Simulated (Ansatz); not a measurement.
# ZrGe (model cell, started as zinc blende): following an unstable mode

Aim: this structure of ZrGe (model cell, started as zinc blende) is to be tested for unstable modes, and one is followed downhill.

Main program and level: Ansatz 0.2.0; DFT LDA, scalar-relativistic, plane waves, PAW.

This is a report of a sequence of runs, with the program logs left out and the cost of each run kept.

The structure was built from a prototype and need not be the compound's stable phase.

In doubt: the program warns that the response may not be converged on this k-mesh (step 2), which bears on dielectric and field responses.

**1. The starting structure**

The structure is cubic, space group F-43m (No. 216). The conventional cell has a = 5.999 Å, b = 5.999 Å, c = 5.999 Å, α = 90.00°, β = 90.00°, γ = 90.00°. Nearest to Zr lie 4 Ge at 2.60 Å. Nearest to Ge lie 4 Zr at 2.60 Å. Farther neighbours, and contacts between anions beyond the nearest, are not listed.

**2. Phonons on a q mesh**

Stability and thermal properties need the whole zone. Linear response on a 4×4×4 q mesh gives force constants as far as a supercell of that size would.

input.yaml

```yaml
crystal:
  lattice:
    - [0.0, 2.9992550633, 2.9992550633]
    - [2.9992550633, 0.0, 2.9992550633]
    - [2.9992550633, 2.9992550633, 0.0]
  atoms:
    - { symbol: Zr, position: [0.0, 0.0, 0.0] }
    - { symbol: Ge, position: [0.25, 0.25, 0.25] }
kpoints:
  mp_grid: { grid: [12, 12, 12] }
hamiltonian:
  xc: lda
scf:
  occupations: { method: gaussian, width: 0.1 }
output:
  eigenvalues: true
phonons:
  method: dfpt
  qmesh: [4, 4, 4]
  temperatures: { t_max: 1000, t_step: 50 }
  qpath:
    path:
      - [[0.0, 0.0, 0.0], [-0.5, -0.5, 0.0], [-0.375, -0.375, 0.25]]
      - [[-0.375, 0.0, 0.375], [0.0, 0.0, 0.0], [0.0, 0.0, 0.5], [-0.5, -0.25, 0.25], [-0.5, -0.5, 0.0]]
    npoints: 10
```

The run is started by

```bash
$ ansatz run input.yaml --threads 4 --pin off --max-ram 7168MiB --backend cpu --events-out ev --progress --plain --runs-dir out
```

Elapsed: 8.1 min, on 4 threads of Arm Neoverse V1, shared host; peak memory 3.6 GiB; 32 min of CPU time.

Numbers from this step:

```yaml
volume_per_atom: 26.98 Å³
gap_on_the_k_mesh: 0.03306 eV
sum_rule_residual_before_enforcement: 5.38e-5 eV/Å²
lowest_frequency_on_the_path: -36.94 cm⁻¹
point_group: -43m
highest_frequency_on_path_mesh_or_solved_points: 246 cm⁻¹
highest_optical_mode_at_the_zone_centre_no_lo_to_term: 226.4 cm⁻¹
lowest_optical_zone_centre_mode: 226.4 cm⁻¹
lowest_mode_on_the_q_mesh_acoustic_modes_at_gamma_apart: -36.94 cm⁻¹
```

Frequencies (cm⁻¹) solved at each irreducible wavevector; negative means imaginary. Frequencies by wavevector, by row:

| q in reciprocal lattice units | star | mode 1 | mode 2 | mode 3 | mode 4 | mode 5 | mode 6 |
| --- | --- | --- | --- | --- | --- | --- | --- |
| 0 0 0 | 1 | 0 | 0 | 0 | 226.4 | 226.4 | 226.4 |
| 0 0 0.25 | 8 | -22.4 | -22.4 | 82.2 | 233.2 | 233.2 | 244.5 |
| 0 0 -0.5 | 4 | -19.7 | -19.7 | 122.2 | 227.5 | 238 | 238 |
| 0 0.25 0.25 | 6 | -28.2 | -28.2 | 90 | 224.7 | 224.7 | 239.3 |
| 0 0.25 -0.5 | 24 | -30.3 | -21.8 | 142.6 | 215.6 | 224.9 | 228.9 |
| 0 0.25 -0.25 | 12 | -22.4 | -17.5 | 126.8 | 221.1 | 227.7 | 233.8 |
| 0 -0.5 -0.5 | 3 | -27.9 | -27.9 | 162.5 | 190.3 | 216.5 | 216.5 |
| 0.25 -0.5 -0.25 | 6 | -36.9 | -30.4 | 166.8 | 196.6 | 211.8 | 225.1 |

Interpolated from a 4×4×4 q mesh, with the LO-TO term (at Γ the limit along the path). Phonon branches along the path, in cm⁻¹:

| point | branch 1 | branch 2 | branch 3 | branch 4 | branch 5 | branch 6 |
| --- | --- | --- | --- | --- | --- | --- |
| Γ | 0 | 0 | 0 | 226 | 226 | 243 |
| halfway | -28 | -28 | 90 | 225 | 225 | 239 |
| X | -28 | -28 | 162 | 190 | 216 | 216 |
| halfway | -31 | -26 | 164 | 192 | 217 | 220 |
| U | -36 | -22 | 161 | 200 | 218 | 226 |
| jump to K | -36 | -22 | 161 | 200 | 218 | 226 |
| halfway | -27 | 9 | 98 | 226 | 234 | 240 |
| Γ | 0 | 0 | 0 | 226 | 226 | 243 |
| halfway | -22 | -22 | 82 | 233 | 233 | 244 |
| L | -20 | -20 | 122 | 228 | 238 | 238 |
| halfway | -29 | -20 | 143 | 216 | 225 | 233 |
| W | -37 | -30 | 167 | 197 | 212 | 225 |
| halfway | -30 | -30 | 165 | 193 | 215 | 222 |
| X | -28 | -28 | 162 | 190 | 216 | 216 |

Symmetry leaves 8 wavevectors to solve. The lowest mode among them, the acoustic zeros apart, lies at q = (0.25, -0.5, -0.25) and is imaginary, 36.9i cm⁻¹, so the energy falls along it.

**3. The mode frozen in, largest atomic shift 0 Å**

The mode followed lies at q = (0.25, -0.5, -0.25) with frequency 30.5i cm⁻¹, one of the unstable modes though not the softest. At small amplitude the pattern taken leaves space group no. 121 by a symmetry search on the positions. The undistorted cell that holds it gives the zero of energy on the same k mesh.

System of this step: ZrGe (model cell, started as zinc blende). Symmetry: F-43m, No. 216, cubic system. The conventional cell has a = 5.999 Å, b = 5.999 Å, c = 5.999 Å, α = 90.00°, β = 90.00°, γ = 90.00°. Zr has 4 Ge at 2.60 Å nearest. Nearest to Ge lie 4 Zr at 2.60 Å. Farther neighbours, and contacts between anions beyond the nearest, are not listed.

input.yaml

```yaml
crystal:
  lattice:
    - [0.0, 0.0, -5.9985101266]
    - [5.9985101266, 0.0, 0.0]
    - [2.9992550633, -5.9985101266, -2.9992550633]
  atoms:
    - { symbol: Zr, position: [0.75, 0.25, 0.5] }
    - { symbol: Zr, position: [0.25, 0.75, 0.5] }
    - { symbol: Zr, position: [0.5, 0.5, 0.0] }
    - { symbol: Zr, position: [0.0, 0.0, 0.0] }
    - { symbol: Ge, position: [0.625, 0.625, 0.25] }
    - { symbol: Ge, position: [0.125, 0.125, 0.25] }
    - { symbol: Ge, position: [0.375, 0.875, 0.75] }
    - { symbol: Ge, position: [0.875, 0.375, 0.75] }
kpoints:
  mp_grid: { grid: [8, 8, 8] }
hamiltonian:
  xc: lda
scf:
  occupations: { method: gaussian, width: 0.1 }
output:
  forces: true
  stress: true
  eigenvalues: true
```

Wall time 18 s (4 threads); peak memory 0.91 GiB; 72 s of CPU time.

Numbers from this step:

| Property | Result |
| --- | --- |
| pressure | -2.24e-5 GPa |
| gap on the k-mesh | 0 eV |
| energy from the undistorted cell | 0 meV/atom |

The run ends at a pressure of 0.00 GPa.

**4. The mode frozen in, largest atomic shift 0.45 Å**

The atoms are moved along the unstable eigenvector, the largest shift by 0.45 Å, with the cell fixed.

input.yaml, the sections that differ from step 3:

```yaml
crystal:
  lattice:
    - [0.0, 0.0, -5.9985101266]
    - [5.9985101266, 0.0, 0.0]
    - [2.9992550633, -5.9985101266, -2.9992550633]
  atoms:
    - { symbol: Zr, position: [0.7863407078, 0.2863407078, 0.5] }
    - { symbol: Zr, position: [0.2136592922, 0.7136592922, 0.5] }
    - { symbol: Zr, position: [0.4636592922, 0.5363407078, 0.0] }
    - { symbol: Zr, position: [0.0363407078, -0.0363407078, 0.0] }
    - { symbol: Ge, position: [0.625, 0.625, 0.25] }
    - { symbol: Ge, position: [0.125, 0.125, 0.25] }
    - { symbol: Ge, position: [0.412509314, 0.912509314, 0.674981372] }
    - { symbol: Ge, position: [0.837490686, 0.337490686, 0.825018628] }
# kpoints, hamiltonian, scf, output: as in step 3
```

It took 21 s on 4 threads; peak memory 0.91 GiB.

Numbers from this step:

```yaml
pressure: -2.757 GPa
energy_from_the_undistorted_cell: -13.72 meV/atom
```

The energy, extrapolated to zero smearing, is -13.72 meV/atom against the undistorted cell.

The run ends at a pressure of -2.76 GPa, with forces up to 0.28 eV/Å.

**5. Energy along the mode, all amplitudes (two of the runs are shown above)**

An imaginary frequency means negative curvature, so the energy should fall and then rise again as anharmonic terms take over.

This step gave:

```yaml
depth_at_the_lowest_point_sampled: 13.72 meV/atom
largest_atomic_shift_at_that_point: 0.45 Å
```

The energy from the parent by largest atomic shift:

| largest atomic shift (Å) | energy from the parent (meV/atom) |
| --- | --- |
| 0.000 | 0 |
| 0.040 | -0.106 |
| 0.080 | -0.455 |
| 0.140 | -1.61 |
| 0.220 | -4.56 |
| 0.320 | -9.52 |
| 0.450 | -13.7 |
| 0.600 | -8.25 |

Displacement at unit largest shift by atom:

| atom | x (Å) | y (Å) | z (Å) | size |
| --- | --- | --- | --- | --- |
| Zr1 | 0.48 | 0.00 | -0.48 | 0.68 |
| Zr2 | -0.48 | 0.00 | 0.48 | 0.68 |
| Zr3 | 0.48 | 0.00 | 0.48 | 0.68 |
| Zr4 | -0.48 | 0.00 | -0.48 | 0.68 |
| Ge5 | 0.00 | 0.00 | 0.00 | 0.00 |
| Ge6 | 0.00 | 0.00 | 0.00 | 0.00 |
| Ge7 | 0.00 | 1.00 | 0.00 | 1.00 |
| Ge8 | 0.00 | -1.00 | 0.00 | 1.00 |

The lowest step is at 0.45 Å, 13.7 meV/atom below the parent, and the energy rises beyond it.

**6. Relaxing from the distorted cell**

Starting from the lowest point found, all atoms and the cell are let go, so that strain and other modes of the same symmetry can join in.

input.yaml, as its differences from that of step 4:

```diff
@@ -24 +24,6 @@
   eigenvalues: true
+relax:
+  adjacent_minimum: "off"
+  f_tol: 0.002
+  max_steps: 120
+  cell: { stress_tol: 0.03 }
```

Elapsed: 6.1 min, on 4 threads; peak memory 0.99 GiB.

Relaxation path:

| step | energy less that of the first step (eV) | largest force component (eV/Å) | pressure (GPa) | volume (Å³) |
| --- | --- | --- | --- | --- |
| 1 | 0.0000 | 0.2697 | -2.76 | 215.84 |
| 2 | -0.1790 | 0.6381 | 2.53 | 195.62 |
| 3 | -0.4043 | 0.6858 | 0.14 | 194.07 |
| 4 | -0.6390 | 0.7181 | -1.13 | 189.59 |
| 5 | -0.9416 | 0.8960 | -1.78 | 183.18 |
| 6 | -1.2427 | 0.8642 | -1.98 | 176.47 |
| 7 | -1.5576 | 0.3235 | -0.62 | 169.75 |
| 8 | -1.5865 | 0.5005 | 0.67 | 168.25 |
| 9 | -1.7938 | 0.3827 | 0.35 | 164.85 |
| 10 | -1.6392 | 1.0478 | 0.20 | 165.81 |
| 11 | -1.8083 | 0.0894 | -0.11 | 165.20 |
| 12 | -1.8068 | 0.0722 | 0.60 | 164.17 |
| 13 | -1.8089 | 0.0089 | -0.02 | 165.13 |
| 14 | -1.8090 | 0.0002 | 0.00 | 165.10 |
| 15* | -1.8032 | 0.0003 | -0.01 | 165.10 |

Relaxation steps marked * repeat the geometry before them on a plane-wave basis chosen anew for their cell, so energy and pressure can jump there. Relaxation steps 10, 12 were tried and not accepted.

The run keeps the 8 symmetry operations that the program found, so distortions that break them were not tested.

| conventional cell, symmetrised | before | after | change |
| --- | --- | --- | --- |
| a (Å) | 5.999 | 5.482 | -8.6 % |
| b (Å) | 5.999 | 5.482 | -8.6 % |
| c (Å) | 11.997 | 10.988 | -8.4 % |
| volume (Å³/atom) | 26.98 | 20.64 | -23.5 % |

The atoms that moved most (Å, as changes of fractional coordinates times the final cell):

| atom | dx | dy | dz | length |
| --- | --- | --- | --- | --- |
| Ge8 | 0.000 | -1.123 | 0.000 | 1.123 |
| Ge7 | 0.000 | 1.123 | 0.000 | 1.123 |
| Zr2 | -0.205 | -0.486 | 0.205 | 0.566 |
| Zr4 | -0.205 | 0.486 | -0.205 | 0.566 |
| Zr1 | 0.205 | -0.486 | -0.205 | 0.566 |
| Zr3 | 0.205 | 0.486 | 0.205 | 0.566 |

Numbers from this step:

```yaml
pressure: -0.006896 GPa
volume_per_atom: 20.64 Å³
```

The distorted start has space group I-42m; the relaxation ends in I-42m.

**7. The new phase in its own primitive cell**

The relaxed structure is symmetrised, reduced to its primitive cell and relaxed tightly, as its phonons need.

input.yaml

```yaml
crystal:
  lattice:
    - [-2.740913469, 2.740913469, 5.4941180335]
    - [2.740913469, -2.740913469, 5.4941180335]
    - [2.740913469, 2.740913469, -5.4941180335]
  atoms:
    - { symbol: Zr, position: [0.992903912, 0.3455649035, 0.0] }
    - { symbol: Zr, position: [0.3455649035, 0.992903912, 0.0] }
    - { symbol: Zr, position: [0.007096088, 0.007096088, 0.3526609915] }
    - { symbol: Zr, position: [0.6544350965, 0.6544350965, 0.6473390085] }
    - { symbol: Ge, position: [0.5, 0.0, 0.5] }
    - { symbol: Ge, position: [0.0, 0.5, 0.5] }
    - { symbol: Ge, position: [0.6102734788, 0.6102734788, 0.0] }
    - { symbol: Ge, position: [0.3897265212, 0.3897265212, 0.0] }
kpoints:
  mp_grid: { grid: [10, 10, 10] }
hamiltonian:
  xc: lda
scf:
  occupations: { method: gaussian, width: 0.1 }
output:
  forces: true
  stress: true
  eigenvalues: true
relax:
  adjacent_minimum: "off"
  f_tol: 0.001
  max_steps: 60
  cell: { stress_tol: 0.01 }
```

It took 2.8 min on 4 threads; peak memory 1.1 GiB; 11 min of CPU time.

Little changed from the start: no atom moved by 0.005 Å and no cell edge by 0.1 %.

Numbers from this step:

```
pressure        : -5.65e-4 GPa
volume per atom : 20.63 Å³
```

The largest force component left is 0.51 meV/Å and the pressure is -0.001 GPa, within the tolerances set. The cell now holds 20.63 Å³/atom.

**8. The phases reached**

The phases reached along the modes that were followed are set side by side.

Energies are those of the first relaxation, on the mesh of the frozen mode; space group, volume and gap are those of the last relaxation. Phases, by row:

| mode frozen in | space group | energy from parent (meV/atom) | volume (Å³/atom) | gap on mesh (eV) | lowest zone-centre optical mode (cm⁻¹) | largest shift (Å) |
| --- | --- | --- | --- | --- | --- | --- |
| parent | F-43m | 0 | 26.98 | 0.033 | – | – |
| q = (0.25, -0.5, -0.25), 37i cm⁻¹ | I-4m2 | -860.7 | 19.1 | 0 | 90 | 0 |
| q = (0.25, -0.5, -0.25), 30i cm⁻¹ | I-42m | -238.3 | 20.63 | 0 | – | 1.535 |

**9. Outcome**

```json
{
  "unstable mode of the parent": "q = (0.25, -0.5, -0.25), 30i cm⁻¹",
  "depth at the lowest point sampled": "13.7 meV/atom",
  "largest atomic shift at that point": "0.45 Å",
  "space group reached": "I-42m",
  "energy gained over the parent (first relaxation, on the mesh of the frozen mode)": "238 meV/atom",
  "volume per atom, phase reached": "20.6 Å³"
}
```

In words: Along this mode the structure falls into I-42m, 238 meV/atom below the parent. At the parent's cell the well is 13.72 meV/atom deep on the steps tried, with its lowest point at a shift of 0.45 Å. Relaxing atoms and cell changes the gain by +224.63 meV/atom against the lowest step (energies at zero smearing). Most of the total comes from this relaxation. The modes of the phase reached were not computed. Of the 2 patterns followed from this parent, this one ends 622 meV/atom above the lowest, I-4m2. Each path keeps the symmetry of its pattern, so a lower phase may lie along a pattern not tried. With no gap, or one that is small against the smearing, the frequencies hang on the k mesh and the smearing, most of all near Kohn anomalies. The program warns that the interpolation holds no quadrupole term, so branches close to Γ can be off in this crystal. In this run the field response is not settled by the k meshes in reach, so its dielectric tensor, Born charges and longitudinal modes are rough. The volume moved by more than a tenth on the k mesh of the start, so the energy gain is rough. The starting cell was built on a prototype and not taken from a measurement, so the phase need not exist.

[Long decimals in the printed logs are rounded to 6 places.]

[Logs are printed without paths, hosts, clocks, repeated set-up lines and the standing remarks that a program may print on its own settings, such as how far it seeks lower states.]

[Hosts, paths, dates, database ids (printed as entryN), source tags and the programs' standing remarks are cut or masked in the printed files.]

[Where the starting crystal was built by hand or by swapping elements, it need not be the compound's stable phase.]
